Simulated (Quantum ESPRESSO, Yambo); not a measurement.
# BiOCl (P4/nmm): one start, several treatments of the self-energy, part 2 of 2

Aim: compare treatments of exchange, screening and correlation for the gap of BiOCl (P4/nmm).

Quantum ESPRESSO 7.5 and Yambo 5.3.0; PBEsol and many-body steps on it, plane waves. Known limits of the many-body steps: not at the basis limit; no spin-orbit coupling; coarse k mesh.

So far. Step 2 (Empty states on the mesh, 4×4×2 mesh, 367 bands): On this mesh the gap is 2.627 eV. Step 4 (G0W0, Godby-Needs plasmon pole): The gap on the mesh goes from 2.63 eV to 3.75 eV, a correction of +1.13 eV.

## (5) One-shot COHSEX

This step: one-shot COHSEX on PBEsol, plane waves, norm-conserving pseudopotentials.

The input, gw4.in:

```
HF_and_locXC
gw0
dyson
cohsex
em1s
rim_cut
RandQpts= 1000000
RandGvec= 1 RL
EXXRLvcs= 76 Ry
VXCRLvcs= 304 Ry
Chimod= "HARTREE"
% BndsRnXs
 1 | 171 |
%
NGsBlkXs= 9 Ry
% LongDrXs
 1 | 1 | 1 |
%
% GbndRnge
 1 | 171 |
%
DysSolver= "n"
ExtendOut
% QPkrange
 6 | 6 | 35 | 38 |
 2 | 2 | 35 | 38 |
 1 | 1 | 35 | 38 |
%
```

Command:

```console
OMP_NUM_THREADS=1 mpirun -n 4 yambo -F gw4.in -J gw4 -C gw4 > gw4.log
```

The log of the run:

```text
 Yambo, version 5.3.0

 [02] CORE Variables Setup
 =========================

  [... cell, symmetries and grids as in the set-up ...]

  [02.05] Energies & Occupations
  ==============================

  [X] === General ===
  [X] Electronic Temperature                        :  0.000000  0.000000 [eV K]
  [X] Bosonic    Temperature                        :  0.000000  0.000000 [eV K]
  [X] Finite Temperature mode                       : no
  [X] El. density                                   :  0.64895E+24 [cm-3]
  [X] Fermi Level                                   :  8.891356 [eV]

  [X] === Gaps and Widths ===
  [X] Conduction Band Min                           :  2.626958 [eV]
  [X] Valence Band Max                              :  0.000000 [eV]
  [X] Filled Bands                                  :   36
  [X] Empty Bands                                   :    37   367
  [X] Direct Gap                                    :  2.930673 [eV]
  [X] Direct Gap localized at k                     :  2
  [X] Indirect Gap                                  :  2.626958 [eV]
  [X] Indirect Gap between kpts                     :   6   2
  [X] Last valence band width                       :  0.695910 [eV]
  [X] 1st conduction band width                     :  2.003322 [eV]

 [03] Transferred momenta grid and indexing
 ==========================================

 IBZ Q-points                                      :  12
 BZ  Q-points                                      :   32

 K/Q-points units:
 rlu = crystal or reduced units; cc = cartesian coordinates; iku = interal k-units

 Q [ 1]         [rlu]:  0.000000  0.000000  0.000000
 Q [ 2]         [rlu]:  0.000000  0.000000 -0.500000
 Q [ 3]         [rlu]:  0.000000  0.250000  0.000000
[...]
PP Number of Atomic Species                      :  3
  NLCC RL compoments                               :   67045
  PP Number of Atomic Species                      :  3
  NLCC RL compoments                               :   67045

 [xc] E_xc :  -46.39211 [Ha]
      E_xc :  -92.78422 [Ry]

  Local XC kind (lXC) : Perdew, Burke & Ernzerhof SOL(X)+Perdew, Burke & Ernzerhof SOL(C)
  Non-Local XC kind (nlXC) : Hartree-Fock

  Corrections @ K [1] :  [eV]
 <35|nlXC|35> = -19.10003 -0.10278E-18 <35|lXC|35> = -15.05437  0.000000
 <36|nlXC|36> = -20.13188  0.47220E-17 <36|lXC|36> = -16.68752  0.37763E-15
 <37|nlXC|37> = -9.173246  0.38753E-18 <37|lXC|37> = -13.26145 -0.18882E-15
[...]
Corrections @ K [2] :  [eV]
[...]
Corrections @ K [6] :  [eV]
[...]
<37|nlXC|37> = -9.315916  0.12012E-17 <37|lXC|37> = -13.49397  0.47204E-16
 <38|nlXC|38> = -9.315919  0.63180E-18 <38|lXC|38> = -13.49397 -0.18882E-15

 [08] Dyson equation: Newton solver
 ==================================

 [Newton] Sc step       :  0.100000 [eV]
 [Newton] Sc steps      :  1

  [08.01] G0W0 (COHSEX)
  =====================

  [  GW  ] Bands range     :    1   38

  QP @ state[ 1 ] K range:  1  2
  QP @ state[ 1 ] b range:   35   38
  QP @ state[ 2 ] K range:   6   6
  QP @ state[ 2 ] b range:   35   38

   Sc Empty Bands                                   : no
   Sc bands terminator                              : no
   Sx RL components                                 :   8371

   QP @ state[ 1 ] K range                          :  1  2
   QP @ state[ 1 ] b range                          :   35   38
   QP @ state[ 2 ] K range                          :   6   6
   QP @ state[ 2 ] b range                          :   35   38
   GF WF`s kind                                     : Perdew, Burke & Ernzerhof SOL(X)+Perdew, Burke & Ernzerhof SOL(C)
   Xs energies kind                                 : Perdew, Burke & Ernzerhof SOL(X)+Perdew, Burke & Ernzerhof SOL(C)
   Xs WF`s kind                                     : Perdew, Burke & Ernzerhof SOL(X)+Perdew, Burke & Ernzerhof SOL(C)

 [11] Game Over & Game summary
```

Elapsed: 4.6 min, on 4 MPI ranks of Arm Neoverse V2, shared host; peak memory 3.4 GiB; 18 min of CPU time.

This step gave:

```yaml
quasiparticle_gap_on_the_points_computed: 4.583 eV
starting_gap_on_the_mesh: 2.627 eV
k_of_the_valence_top: 0, -0.5, -0.5
k_of_the_conduction_bottom: 0, 0, -0.5
least_direct_quasiparticle_gap_on_the_computed_points: 4.593 eV
z_at_the_valence_top: 1
z_at_the_conduction_bottom: 1
```

Against G0W0 in Yambo (4×4×2 mesh, 171 bands, screening to 122.5 eV, Godby-Needs plasmon pole), the gap moves by +0.828 eV.

## (6) One-shot Hartree-Fock

This step: one-shot Hartree-Fock on PBEsol, plane waves, norm-conserving pseudopotentials.

The input, gw5.in:

```
HF_and_locXC
rim_cut
RandQpts= 1000000
RandGvec= 1 RL
EXXRLvcs= 76 Ry
VXCRLvcs= 304 Ry
% QPkrange
 6 | 6 | 35 | 38 |
 2 | 2 | 35 | 38 |
 1 | 1 | 35 | 38 |
%
```

Command:

```console
OMP_NUM_THREADS=1 mpirun -n 4 yambo -F gw5.in -J gw5 -C gw5 > gw5.log
```

The log of the run:

```text
 Yambo, version 5.3.0

 [02] CORE Variables Setup
 =========================

  [... cell, symmetries and grids as in the set-up ...]

  [02.05] Energies & Occupations
  ==============================

  [X] === General ===
  [X] Electronic Temperature                        :  0.000000  0.000000 [eV K]
  [X] Bosonic    Temperature                        :  0.000000  0.000000 [eV K]
  [X] Finite Temperature mode                       : no
  [X] El. density                                   :  0.64895E+24 [cm-3]
[...]
Local XC kind (lXC) : Perdew, Burke & Ernzerhof SOL(X)+Perdew, Burke & Ernzerhof SOL(C)
  Non-Local XC kind (nlXC) : Hartree-Fock

  Corrections @ K [1] :  [eV]
 <35|nlXC|35> = -19.10003 -0.10278E-18 <35|lXC|35> = -15.05437  0.000000
 <36|nlXC|36> = -20.13188  0.47220E-17 <36|lXC|36> = -16.68752  0.37763E-15
 <37|nlXC|37> = -9.173246  0.38753E-18 <37|lXC|37> = -13.26145 -0.18882E-15
[...]
Corrections @ K [2] :  [eV]
[...]
Corrections @ K [6] :  [eV]
[...]
<37|nlXC|37> = -9.315916  0.12012E-17 <37|lXC|37> = -13.49397  0.47204E-16
 <38|nlXC|38> = -9.315919  0.63180E-18 <38|lXC|38> = -13.49397 -0.18882E-15

 [08] Game Over & Game summary
```

Elapsed: 12 s, on 4 MPI ranks; peak memory 3.3 GiB; 47 s of CPU time.

Numbers from this step:

* quasiparticle gap on the mesh: 9.842 eV
* starting gap on the mesh: 2.627 eV
* k of the valence top: 0, -0.5, -0.5
* k of the conduction bottom: 0, 0, -0.5
* least direct quasiparticle gap on the computed points: 10.59 eV

Against G0W0 in Yambo (4×4×2 mesh, 171 bands, screening to 122.5 eV, Godby-Needs plasmon pole), the gap moves by +6.087 eV.

## (7) The runs together

Times are wall times on 4 MPI ranks of Arm Neoverse V2, shared host, good to a factor of about two.

```
                           run   mesh  bands  screening cutoff (eV)  DFT gap (eV)  gap on the mesh (eV)  direct (eV)     time
G0W0, Godby-Needs plasmon pole  4×4×2    171                  122.5         2.627                 3.755        3.771  6.3 min
               one-shot COHSEX  4×4×2    171                  122.5         2.627                 4.583        4.593  4.6 min
         one-shot Hartree-Fock  4×4×2      -                      -         2.627                 9.842       10.589     12 s
```

## (8) Outcome

| Quantity | Value |
| --- | --- |
| G0W0, Godby-Needs plasmon pole | 3.755 eV |
| one-shot COHSEX | 4.583 eV |
| one-shot Hartree-Fock | 9.842 eV |
| known limits | not at the basis limit; no spin-orbit coupling; coarse k mesh |

What this shows: One-shot COHSEX: +0.828 eV against G0W0, Godby-Needs plasmon pole. One-shot Hartree-Fock: +6.087 eV against G0W0, Godby-Needs plasmon pole. Bare exchange alone opens the gap to 9.84 eV; against G0W0, correlation takes back 6.09 eV. Static COHSEX lies above G0W0: it lacks the factor Z and overstates the Coulomb hole of the filled states. Against experiment, by G0W0, Godby-Needs plasmon pole: the gap of 3.75 eV lies +0.39 eV from the measured 3.36 eV (optical, 2021); the gap of 3.75 eV lies +0.31 eV from the measured 3.44 eV (optical, 2022). An exciton line or allowed optical edge lies below the quasiparticle gap by the binding energy; a forbidden edge can push the onset above it. These are gaps on the mesh, at modest bands and cutoff. The calculation has static nuclei and no excitons; a measured gap holds zero-point and thermal motion, which mostly lowers it. With atoms this heavy the missing spin-orbit coupling can matter too. Bands and cutoff are finite, so the gap is not at the basis limit. The miss can reach some tenths of an eV and take either sign; the mesh is an error of its own. A denser mesh or path gives a starting gap of 2.55 eV: the GW mesh misses a band edge, so its gaps are not the fundamental one. The 4×4×2 mesh is coarse for this cell, which bears on the long-range parts of exchange and screening. Where an edge is built on 6p states of lead, bismuth or thallium, scalar-relativistic gaps usually stand too wide, by a few tenths to over one eV.

[Paths, hosts, dates, memory and timing lines, banners, echoed tables and standing remarks are left out of the program output.]

[Logs are printed without paths, hosts, clocks, repeated set-up lines and the standing remarks that a program may print on its own settings, such as how far it seeks lower states.]

[Runs of the session that timed out or met a known fault of the program may be left out.]

[Hosts, paths, dates, database ids (printed as entryN), source tags and the programs' standing remarks are cut or masked in the printed files.]
